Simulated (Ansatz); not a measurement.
# A hypothetical structure for SrTi2Ni2

This structure for SrTi2Ni2 is made up. Its elements were placed in a known structure type with a cell scaled to their sizes. What cell does the guess relax to, and how far off was it?

Calculated with Ansatz 0.2.0; DFT, PBEsol, plane-wave PAW, files of the set soft_1, scalar-relativistic, ferromagnetic start, cell and ions relaxed at zero pressure; PAW set soft_1.

### 1. The structure

It takes space group I4/mmm (No. 139, tetragonal). Conventional cell: a = 4.186 Å, b = 4.186 Å, c = 10.347 Å, α = 90.00°, β = 90.00°, γ = 90.00°. Nearest to Sr lie 8 Ti at 3.24 Å and 8 Ni at 3.33 Å. Nearest to Ni lie 4 Ti at 2.45 Å and 4 Ni at 2.96 Å and 4 Sr at 3.33 Å. Nearest to Ti lie 4 Ni at 2.45 Å and 1 Ti at 2.63 Å and 4 Sr at 3.24 Å. Farther neighbours are not listed.

### 2. Relaxing cell and atoms

The guessed cell has no reason to be at equilibrium. It is relaxed with the atoms, within the space group of the guess.

File input.yaml:

```yaml
crystal:
  lattice:
    - [-2.093, 2.093, 5.1735]
    - [2.093, -2.093, 5.1735]
    - [2.093, 2.093, -5.1735]
  atoms:
    - { symbol: Sr, position: [0.0, 0.0, 0.0] }
    - { symbol: Ni, position: [0.25, 0.75, 0.5], spin: 1.0 }
    - { symbol: Ni, position: [0.75, 0.25, 0.5], spin: 1.0 }
    - { symbol: Ti, position: [0.6273, 0.6273, 0.0], spin: 1.0 }
    - { symbol: Ti, position: [0.3727, 0.3727, 0.0], spin: 1.0 }
magnetization:
  spin_polarized: true
kpoints:
  mp_grid: { grid: [9, 9, 9] }
scf:
  occupations: { method: fermi_dirac, width: 0.05 }
hamiltonian:
  xc: pbesol
  pseudopotentials: { kind: paw, azcp: { folder: soft_1 }, xc_functional: pbe }
relax:
  f_tol: 0.015
  max_steps: 70
  cell: {}
output:
  forces: true
  stress: true
```

On the command line:

```bash
$ ansatz run input.yaml --threads 4 --pin off --max-ram 8192MiB --backend cpu --events-out ev --progress --plain --runs-dir out
```

Numbers of over 12 decimals in the logs are rounded to 6 here.

Output:

```text
basis.fft_grid_basis auto: the FFT boxes are laid along the combinations [[1, 0, 1], [0, 1, 1], [0, 0, 1]] of the cell's own vectors, 4.186, 4.186 and 5.960 Å long. The dense box has 30×30×40 points. Along the cell's own vectors, as sized, it would have 40×40×40, 1.78 times as many. Of the 16 symmetry operations that the crystal satisfies within crystal.symmetry.tolerance (time reversal apart; of a slab, those that k [...]
Engine: ansatz 0.2.0, aarch64-unknown-linux-gnu
Pseudopotentials: kind: paw
Pseudopotential: Sr, paw, valence charge 10, recommended cutoff 420 eV (normal), soft_1/Sr.paw.azcp
Pseudopotential: Ni, paw, valence charge 18, recommended cutoff 420 eV (normal), soft_1/Ni.paw.azcp
Pseudopotential: Ti, paw, valence charge 12, recommended cutoff 420 eV (normal), soft_1/Ti.paw.azcp
Functional definition: PBEsol
  exchange = pbesol_x
  correlation = pbesol_c
Crystal: 5 atoms, lattice volume = 90.653 Å³
Basis set: ecut = 420 eV, 1717 PW (Γ), FFT grids on a1+a3, a2+a3, a3, exchange–correlation on 60×60×80 points (8 copies of the dense FFT grid, shifted against one another)
Bands: 45, of which v1, the nominal top of the filled ones, is band 35 counted from 1 (34 counted from 0)
Symmetry: 16 space group operations
Space group: I4/mmm (ITA 139), of the structure as read, at distance tolerance 4.5e-5 Å
Magnetic group: BNS 139.531 (UNI 1191), of the structure as read, at distance tolerance 4.5e-5 Å
k-points: 75 of 729
Non-local potential: Sr, projectors of the file, l = 0: 3, l = 1: 2, l = 2: 2
Non-local potential: Ni, projectors of the file, l = 0: 3, l = 1: 2, l = 2: 3, l = 3: 1
Non-local potential: Ti, projectors of the file, l = 0: 3, l = 1: 2, l = 2: 3, l = 3: 1
PAW form: soft (Blöchl's): semilocal exchange-correlation on the pseudo side does not see the compensation charge
PAW frozen core: Sr, regenerated for the run's functional, and the local potential with it (the file was generated under x = pbe(κ = 0.804, μ = 0.219515), c = pbe(β = 0.066725))
PAW frozen core: Ni, regenerated for the run's functional, and the local potential with it (the file was generated under x = pbe(κ = 0.804, μ = 0.219515), c = pbe(β = 0.066725))
PAW frozen core: Ti, regenerated for the run's functional, and the local potential with it (the file was generated under x = pbe(κ = 0.804, μ = 0.219515), c = pbe(β = 0.066725))
PAW one-centre angular grid: Sr, 110 points (default); XC on 64 Gauss nodes
PAW one-centre angular grid: Ni, 590 points (default); XC on 64 Gauss nodes
PAW one-centre angular grid: Ti, 590 points (default); XC on 64 Gauss nodes
Initial density: superposition of atomic densities (chi_scale 0.1, normalization cell, long waves kept (reshape's long-wave potential 0.00 eV rms))
Starting moments: Σ|m| = 4 μB on 4 of 5 sites
Initial wavefunctions: pseudopotential atomic-orbital guess
Functional: x = pbesol(κ = 0.804, μ = 0.123457), c = pbesol(β = 0.046)
SCF iter   1: F=—  HF=-20049.078456 eV  |F-HF|=—  |Δ(HF+E_count)|=         —  Δρ=7.74e-2 (↑7.74e-2 ↓4.18e-2)  dr2=8.80e0  dr2_m=5.15e-1  M=2.980 μB ∫|m|=2.998 μB  β_m=0.30  ethr=3.10e-3  ⟨swp⟩=8.0  Hψ=29738  notcnv=0  defer=1
Mixer restart at iter 1: flushing history
preconditioner: auto → Kerker (q_TF=auto, 2.613 Å⁻¹)  [metal: Δε(μ)=0.005 eV  Ē_g=6.713 eV  σ=0.050 eV  W_gap=0.03  n_scr=32 (ndim 8)  ℏωp=23.4 eV  f_vac=0.000  D(μ)=5.24/eV (n_scr^D=44)]
spin=Collinear: Kerker preconditioning applied to the charge; magnetization (m = ρ↑ − ρ↓) channel mixes plain (no charge-response kernel on spin).
SCF iter   2: F=—  HF=-20046.286244 eV  |F-HF|=—  |Δ(HF+E_count)|=    2.79e0  Δρ=2.88e-2 (↑2.88e-2 ↓2.85e-2)  dr2=1.50e0  dr2_m=3.72e-1  M=2.939 μB ∫|m|=2.948 μB  β_m=0.32  ethr=3.10e-3  ⟨swp⟩=3.0  Hψ=14909  notcnv=0  defer=234
SCF iter   3: F=—  HF=-20046.900431 eV  |F-HF|=—  |Δ(HF+E_count)|=   6.14e-1  Δρ=2.20e-2 (↑2.20e-2 ↓2.20e-2)  dr2=4.76e-1  dr2_m=3.12e-1  M=2.812 μB ∫|m|=2.824 μB  β_m=0.53  ethr=2.14e-3  ⟨swp⟩=3.1  Hψ=11113  notcnv=0  defer=218
SCF iter   4: F=—  HF=-20048.245694 eV  |F-HF|=—  |Δ(HF+E_count)|=    1.35e0  Δρ=3.27e-2 (↑5.99e-3 ↓3.27e-2)  dr2=8.05e-1  dr2_m=2.64e-1  M=2.388 μB ∫|m|=2.407 μB  β_m=0.23  ethr=6.80e-4  ⟨swp⟩=3.0  Hψ=11022  notcnv=0  defer=217
SCF iter   5: F=—  HF=-20048.602427 eV  |F-HF|=—  |Δ(HF+E_count)|=   3.57e-1  Δρ=1.71e-2 (↑1.71e-2 ↓8.30e-3)  dr2=5.54e-2  dr2_m=1.22e-1  M=2.204 μB ∫|m|=2.221 μB  β_m=0.65  ethr=6.80e-4  ⟨swp⟩=2.9  Hψ=11236  notcnv=0  defer=211
SCF iter   6: F=—  HF=-20048.699834 eV  |F-HF|=—  |Δ(HF+E_count)|=         —  Δρ=1.36e-2 (↑1.36e-2 ↓4.14e-3)  dr2=1.89e-1  dr2_m=2.00e-2  M=1.870 μB ∫|m|=1.888 μB  β_m=0.65  ethr=7.91e-5  ⟨swp⟩=3.1  Hψ=11977  notcnv=0  defer=166
Mixer restart at iter 6: flushing history
SCF iter   7: F=—  HF=-20048.750518 eV  |F-HF|=—  |Δ(HF+E_count)|=   5.07e-2  Δρ=1.20e-2 (↑7.15e-3 ↓1.20e-2)  dr2=1.75e-1  dr2_m=5.12e-3  M=1.880 μB ∫|m|=1.897 μB  β_m=0.51  ethr=7.91e-5  ⟨swp⟩=3.0  Hψ=14628  notcnv=0  defer=171
SCF iter   8: F=—  HF=-20048.704892 eV  |F-HF|=—  |Δ(HF+E_count)|=   4.56e-2  Δρ=4.39e-3 (↑4.39e-3 ↓6.59e-4)  dr2=1.52e-2  dr2_m=4.09e-3  M=1.878 μB ∫|m|=1.895 μB  β_m=0.62  ethr=7.91e-5  ⟨swp⟩=2.7  Hψ=14248  notcnv=0  defer=168
SCF iter   9: F=—  HF=-20048.705111 eV  |F-HF|=—  |Δ(HF+E_count)|=   2.19e-4  Δρ=1.29e-3 (↑2.41e-4 ↓1.29e-3)  dr2=6.65e-4  dr2_m=3.78e-4  M=1.885 μB ∫|m|=1.903 μB  β_m=0.81  ethr=2.17e-5  ⟨swp⟩=2.0  Hψ=10036  notcnv=0  defer=168
SCF iter  10: F=—  HF=-20048.705387 eV  |F-HF|=—  |Δ(HF+E_count)|=   2.75e-4  Δρ=6.38e-4 (↑1.69e-4 ↓6.38e-4)  dr2=3.57e-4  dr2_m=4.90e-5  M=1.888 μB ∫|m|=1.907 μB  β_m=0.77  ethr=9.50e-7  ⟨swp⟩=1.8  Hψ=8579  notcnv=0  defer=168
SCF iter  11: F=—  HF=-20048.705285 eV  |F-HF|=—  |Δ(HF+E_count)|=   1.02e-4  Δρ=1.23e-4 (↑2.68e-5 ↓1.23e-4)  dr2=1.03e-5  dr2_m=2.95e-6  M=1.888 μB ∫|m|=1.908 μB  β_m=0.88  ethr=5.10e-7  ⟨swp⟩=2.0  Hψ=8599  notcnv=0  defer=168
SCF iter  12: F=—  HF=-20048.705283 eV  |F-HF|=—  |Δ(HF+E_count)|=   2.34e-6  Δρ=1.55e-5 (↑1.55e-5 ↓9.37e-6)  dr2=5.07e-7  dr2_m=3.90e-8  M=1.888 μB ∫|m|=1.908 μB  β_m=0.91  ethr=1.47e-8  ⟨swp⟩=2.0  Hψ=8899  notcnv=0  defer=168
SCF iter  13: F=—  HF=-20048.705283 eV  |F-HF|=—  |Δ(HF+E_count)|=   6.49e-8  Δρ=6.74e-6 (↑6.74e-6 ↓4.10e-6)  dr2=8.59e-8  dr2_m=1.14e-8  M=1.888 μB ∫|m|=1.908 μB  β_m=0.96  ethr=7.25e-10  ⟨swp⟩=2.0  Hψ=8787  notcnv=0  defer=168
SCF iter  14: F=—  HF=-20048.705283 eV  |F-HF|=—  |Δ(HF+E_count)|=   2.18e-9  Δρ=3.13e-6 (↑3.13e-6 ↓2.01e-6)  dr2=2.68e-8  dr2_m=5.90e-10  M=1.888 μB ∫|m|=1.908 μB  β_m=0.94  ethr=1.23e-10  ⟨swp⟩=2.1  Hψ=10152  notcnv=0  defer=168
[...]
relax step   5: F+E_penalty+E_count = -20049.24887732 eV  Δ(F+E_penalty+E_count) = -6.211e-4 eV  max|allowed force component| = 1.339e-2 eV/Å  Δτ_max = 0.0036 Å  P = +0.059 GPa  Ω = 96.037 Å³  energy of the carried Pulay correction = -9.661e-4 eV  (9 SCF iters, dr2 threshold 1.65e-7 eV, accepted)
[...]
relax step   6: F+E_penalty+E_count = -20049.24902042 eV  Δ(F+E_penalty+E_count) = -1.431e-4 eV  max|allowed force component| = 1.056e-3 eV/Å  Δτ_max = 0.0031 Å  P = -0.004 GPa  Ω = 96.216 Å³  energy of the carried Pulay correction = -9.973e-4 eV  (9 SCF iters, dr2 threshold 6.03e-8 eV, accepted)
[...]
relax step   7: F+E_penalty+E_count = -20049.25123835 eV  Δ(F+E_penalty+E_count) = -2.218e-3 eV  max|allowed force component| = 1.993e-3 eV/Å  Δτ_max = 0.0000 Å  P = +0.049 GPa  Ω = 96.216 Å³  stress off target by 5.70e-2 GPa  SCF on the basis re-selected at this cell (its energy is not comparable with the rows above)  (14 SCF iters)
[...]
relax step   8: F+E_penalty+E_count = -20049.25123962 eV  Δ(F+E_penalty+E_count) = -1.276e-6 eV  max|allowed force component| = 9.649e-5 eV/Å  Δτ_max = 0.0010 Å  P = +0.001 GPa  Ω = 96.287 Å³  energy of the carried Pulay correction = -1.261e-5 eV  (7 SCF iters, dr2 threshold 8.12e-9 eV, accepted)
iter 1 solved again at ethr=1.18e-6 eV; its pass at ethr=3.10e-3 eV (dr2=8.25e-4 eV) is discarded
SCF iter   1: F=—  HF=-20049.251243 eV  |F-HF|=—  |Δ(HF+E_count)|=         —  Δρ=1.70e-6 (↑1.70e-6 ↓1.65e-6)  dr2=3.66e-9  dr2_m=8.38e-10  M=1.314 μB ∫|m|=1.381 μB  β_m=0.65  ethr=1.18e-6  ⟨swp⟩=3.3  Hψ=45795  notcnv=0
eigensolver tolerance schedule: the retry pair's looser diagonalisation over-reported the residual by 225233.03 of it (diagonalisation noise at an unbounded share of the residual, at the tolerance the schedule requests for it); recorded, not acted on — ethr = c·dr2/N_el stays at c = 1.0e-1
preconditioner: auto → Kerker (q_TF=auto, 1.989 Å⁻¹)  [metal: Δε(μ)=0.006 eV  Ē_g=6.221 eV  σ=0.050 eV  W_gap=0.03  n_scr=10 (ndim 8)  ℏωp=22.7 eV  f_vac=0.000  D(μ)=6.30/eV (n_scr^D=68)]
spin=Collinear: Kerker preconditioning applied to the charge; magnetization (m = ρ↑ − ρ↓) channel mixes plain (no charge-response kernel on spin).
SCF iter   2: F=—  HF=-20049.251252 eV  |F-HF|=—  |Δ(HF+E_count)|=   9.09e-6  Δρ=1.93e-6 (↑1.44e-6 ↓1.93e-6)  dr2=4.74e-9  dr2_m=7.49e-10  M=1.314 μB ∫|m|=1.381 μB  β_m=0.30  ethr=5.23e-12  ⟨swp⟩=4.6  Hψ=23277  notcnv=0
SCF iter   3: F=—  HF=-20049.251252 eV  |F-HF|=—  |Δ(HF+E_count)|=  6.55e-10  Δρ=1.13e-6 (↑9.71e-7 ↓1.13e-6)  dr2=9.34e-10  dr2_m=6.95e-10  M=1.314 μB ∫|m|=1.381 μB  β_m=0.65  ethr=5.23e-12  ⟨swp⟩=2.0  Hψ=8717  notcnv=0
SCF iter   4: F=—  HF=-20049.251252 eV  |F-HF|=—  |Δ(HF+E_count)|=   1.07e-9  Δρ=8.30e-7 (↑6.67e-7 ↓8.30e-7)  dr2=4.32e-10  dr2_m=4.09e-10  M=1.314 μB ∫|m|=1.381 μB  β_m=0.82  ethr=1.33e-12  ⟨swp⟩=2.0  Hψ=9433  notcnv=0
SCF iter   5: F=—  HF=-20049.251252 eV  |F-HF|=—  |Δ(HF+E_count)|=   1.27e-9  Δρ=6.09e-7 (↑5.92e-7 ↓6.09e-7)  dr2=5.51e-10  dr2_m=2.46e-11  M=1.314 μB ∫|m|=1.381 μB  β_m=0.91  ethr=1.00e-12  ⟨swp⟩=2.5  Hψ=11089  notcnv=0
SCF iter   6: F=—  HF=-20049.251252 eV  |F-HF|=—  |Δ(HF+E_count)|=  3.64e-12  Δρ=5.18e-7 (↑4.48e-7 ↓5.18e-7)  dr2=4.88e-10  dr2_m=1.18e-11  M=1.314 μB ∫|m|=1.381 μB  β_m=0.78  ethr=1.00e-12  ⟨swp⟩=2.0  Hψ=8362  notcnv=0
SCF iter   7: F=—  HF=-20049.251252 eV  |F-HF|=—  |Δ(HF+E_count)|=  1.46e-11  Δρ=3.10e-7 (↑2.69e-7 ↓3.10e-7)  dr2=1.82e-10  dr2_m=4.08e-12  M=1.314 μB ∫|m|=1.381 μB  β_m=0.88  ethr=1.00e-12  ⟨swp⟩=1.1  Hψ=6765  notcnv=0
SCF iter   8: F=—  HF=-20049.251252 eV  |F-HF|=—  |Δ(HF+E_count)|=  2.18e-11  Δρ=1.17e-7 (↑9.99e-8 ↓1.17e-7)  dr2=2.53e-11  dr2_m=1.05e-12  M=1.314 μB ∫|m|=1.381 μB  β_m=0.91  ethr=1.00e-12  ⟨swp⟩=1.1  Hψ=6758  notcnv=0
SCF iter   9: F=-20049.251252 eV  HF=-20049.251252 eV  |F-HF|=1.46e-11  |Δ(HF+E_count)|=  7.28e-12  Δρ=6.34e-8 (↑5.92e-8 ↓6.34e-8)  dr2=1.09e-11  dr2_m=7.15e-14  M=1.314 μB ∫|m|=1.381 μB  ethr=1.00e-12  ⟨swp⟩=3.0  Hψ=19916  notcnv=0
SCF 9 converged in 9 iterations: F = -20049.251252 eV  dr2 = 1.09e-11
relax step   9: F+E_penalty+E_count = -20049.25125214 eV  Δ(F+E_penalty+E_count) = -1.252e-5 eV  max|allowed force component| = 8.117e-5 eV/Å  Δτ_max = 0.0000 Å  P = +0.000 GPa  Ω = 96.287 Å³  stress off target by 5.73e-4 GPa  SCF on the basis re-selected at this cell (its energy is not comparable with the rows above)  (9 SCF iters)
basis re-selected at this cell: Δ(F+E_penalty+E_count) = -1.252e-5 eV, ΔP = -0.001 GPa vs the last step (what re-selecting the basis moved, of the pressure what is left beyond the Pulay correction that the steps carried, after the strain that the cell walked since its last selection, with what the two solves' SCF thresholds leave and, on support functions, any second-order correction that the steps lacked; it is no m [...]
an SCF from ferrimagnetic starting moments (0.00, 1.00, 1.00, -1.00, 1.00 Bohr magnetons, atom by atom) was not made, so that it is not known whether that order lies lower: the deck asks for what bars it, or types moments that do (magnetization.spin_polarized, in the input reference, names some of the keys), or the run goes by scf.lower_state_search: light, the default, which as a rule tries one only behind a close t [...]
SCF converged after 9 iterations
Magnetization: 1.3137 μB (35.6568 up, 34.3432 down)
Absolute magnetization: 1.3889 μB (∫|ρ↑−ρ↓|, with the PAW one-centre terms)
Spin contamination: 0.0521 ħ² per cell (⟨S²⟩ above its minimum at these occupations)
Per-site moments (μB) at R_I (Å): [(0.039843, 1.367133), (-0.006436, 0.989499), (-0.006436, 0.989499), (0.347037, 0.989499), (0.347037, 0.989499)]
Free energy (F): -20049.251252 eV
Harris-Foulkes:  -20049.251252 eV  (|F-HF|=1.46e-11)
Internal energy: -20049.199326 eV  (E = F + TS)
E sigma→0 (E₀):  -20049.225289 eV
Entropy (-TS):   -0.051926 eV (-10.385 meV/atom)
Fermi energy:    11.504886 eV
--- Per-component energies (eV) ---
  E_band       = -1230.292676
  E_kinetic    = 1479.818452
  E_local      = -11387.684939  (includes V_loc(G=0)·N_el)
  E_nonlocal   = 132.363956
  E_hartree    = 5437.824363
  E_xc         = -627.242454
  E_vxc        = -734.333518  (∫ρ·V_xc dr)
  E_paw        = -7924.645341  (= ΣΔE_a)
  E_vpaw       = -1596.106438  (= ΣTr[D̂ρ^β])
  E_aug_tail   = 0.001511  (compensation charges beyond the density's cutoff)
  E_ewald      = -7160.442571
  E_core_change = 0.807695  (= ΣΔE_core)
  E_smearing   = -0.051926  (= −TS)
  E_closure    = 0.000000  (closes the sum)
  Σ components = -20049.251252   (vs F -20049.251252, Δ=0.00e0)
--- Forces (eV/Å), atoms counted from 1 ---
  atom   1  Sr    -0.00000000    -0.00000000     0.00000000
  atom   2  Ni     0.00000000    -0.00000000    -0.00000000
  atom   3  Ni    -0.00000000     0.00000000     0.00000000
  atom   4  Ti    -0.00000000    -0.00000000    -0.00008117
  atom   5  Ti     0.00000000    -0.00000000     0.00008117
  max |Σ_I F_I| component: 1.56e-17 eV/Å
--- Stress (GPa, compression-positive) ---
        0.000573       0.000000      -0.000000
        0.000000       0.000573      -0.000000
       -0.000000      -0.000000       0.000295
  P = ⅓ Tr σ = 0.0005 GPa (0.005 kbar)
--- Relaxed structure (7 steps of the walk, 7 accepted, 2 SCFs on fresh bases) ---
  F+E_penalty+E_count = -20049.25125214 eV   max|allowed force component| = 8.117e-5 eV/Å   (the final SCF, on the basis selected at the relaxed cell)
  cell:  # Å, volume = 96.2866 Å³
    - [-2.205847, 2.205847, 4.947149]
    - [2.205847, -2.205847, 4.947149]
    - [2.205847, 2.205847, -4.947149]
  atoms:
    - { symbol: Sr, position: [-2.850130384807744e-19, -2.8501303848077443e-19, 0] }
    - { symbol: Ni, position: [0.25, 0.75, 0.500000] }
    - { symbol: Ni, position: [0.75, 0.25, 0.500000] }
    - { symbol: Ti, position: [0.654738, 0.654738, 0] }
    - { symbol: Ti, position: [0.345262, 0.345262, 0] }
```

Run time: 3.3 min. Hardware: 4 threads of Arm Neoverse N1, shared host; peak memory 0.79 GiB.

Relaxation path:

```
step  energy less that of the first step (eV)  largest force component (eV/Å)  pressure (GPa)  volume (Å³)
   1                                   0.0000                          1.8423            1.69        90.65
   2                                  -0.4314                          0.8008           -1.53        96.29
   3                                  -0.5347                          0.2352           -0.97        96.73
   4                                  -0.5430                          0.0446           -0.13        96.12
   5                                  -0.5436                          0.0134            0.06        96.04
   6                                  -0.5437                          0.0011            0.00        96.22
  7*                                  -0.5460                          0.0020            0.05        96.22
   8                                  -0.5460                          0.0001            0.00        96.29
  9*                                  -0.5460                          0.0001            0.00        96.29
```

Relaxation steps marked * repeat the geometry before them on a plane-wave basis chosen anew for their cell, so energy and pressure can jump there.

The run keeps the 16 symmetry operations that it works with, so distortions that break them were not tested.

```
conventional cell, symmetrised  before  after  change
                         a (Å)   4.186  4.412  +5.4 %
                         b (Å)   4.186  4.412  +5.4 %
                         c (Å)  10.347  9.894  -4.4 %
              volume (Å³/atom)   18.13  19.26  +6.2 %
```

The atoms that moved most (Å, as changes of fractional coordinates times the final cell):

```csv
atom,dx,dy,dz,length
Ti4,0.000,0.000,0.271,0.271
Ti5,0.000,0.000,-0.271,0.271
```

The relaxed structure:

```
Sr Ni Ti
1.0
    -2.20585    2.20585    4.94715
     2.20585   -2.20585    4.94715
     2.20585    2.20585   -4.94715
Sr Ni Ti
1 2 2
Direct
  0.00000 0.00000 0.00000
  0.25000 0.75000 0.50000
  0.75000 0.25000 0.50000
  0.65474 0.65474 0.00000
  0.34526 0.34526 0.00000
```

This step gave:

```
free energy             : -20049.2513 eV
energy at zero smearing : -20049.2253 eV
smearing term TS        : 0.05193 eV
Fermi energy            : 11.50 eV
magnetization           : 1.314 μB
absolute magnetization  : 1.389 μB
site moments            : 0.03984, -0.006436, -0.006436, 0.3470, 0.3470 μB
electrons               : 70
symmetry operations     : 16
pressure                : 4.81e-4 GPa
```

Site moment by atom:

| atom | site moment (μB) |
| --- | --- |
| Sr1 | 0.040 |
| Ni2 | -0.006 |
| Ni3 | -0.006 |
| Ti4 | 0.347 |
| Ti5 | 0.347 |

The shortest distance of each pair, which need not be the same contact before and after:

| pair | guess (Å) | relaxed (Å) |
| --- | --- | --- |
| Ni–Ti | 2.448 | 2.399 |
| Ti–Ti | 2.634 | 3.062 |
| Ni–Ni | 2.960 | 3.120 |
| Ni–Sr | 3.327 | 3.314 |
| Sr–Ti | 3.240 | 3.416 |

The relaxation ends with a largest force component of 8.1e-5 eV/Å and a pressure of 0.00 GPa.

### 3. Results

```
space group, relaxed : I4/mmm
conventional cell    : a = 4.412, b = 4.412, c = 9.894 Å; α = 90.0°, β = 90.0°, γ = 90.0°
volume per atom      : 19.26 Å³ (guess 18.13)
total moment         : 1.31 μB in the cell of 5 atoms
```

SrTi2Ni2 relaxes to I4/mmm with a = 4.412, b = 4.412 and c = 9.894 Å. The guessed volume was 6 % too small. The space group I4/mmm was held in the relaxation, so the end point is a stationary structure within it and may be a saddle against distortions or other arrangements. The input starts from parallel moments, and no other start was typed. Mesh and cutoff weren't tested. No dispersion term is used, so weakly bound directions may come out too long. Nothing here tests whether the compound is stable against decomposition.

[Logs are printed without paths, hosts, clocks, repeated set-up lines and the standing remarks that a program may print on its own settings, such as how far it seeks lower states.]

[Hosts, paths, dates, database ids (printed as entryN), source tags and the programs' standing remarks are cut or masked in the printed files.]
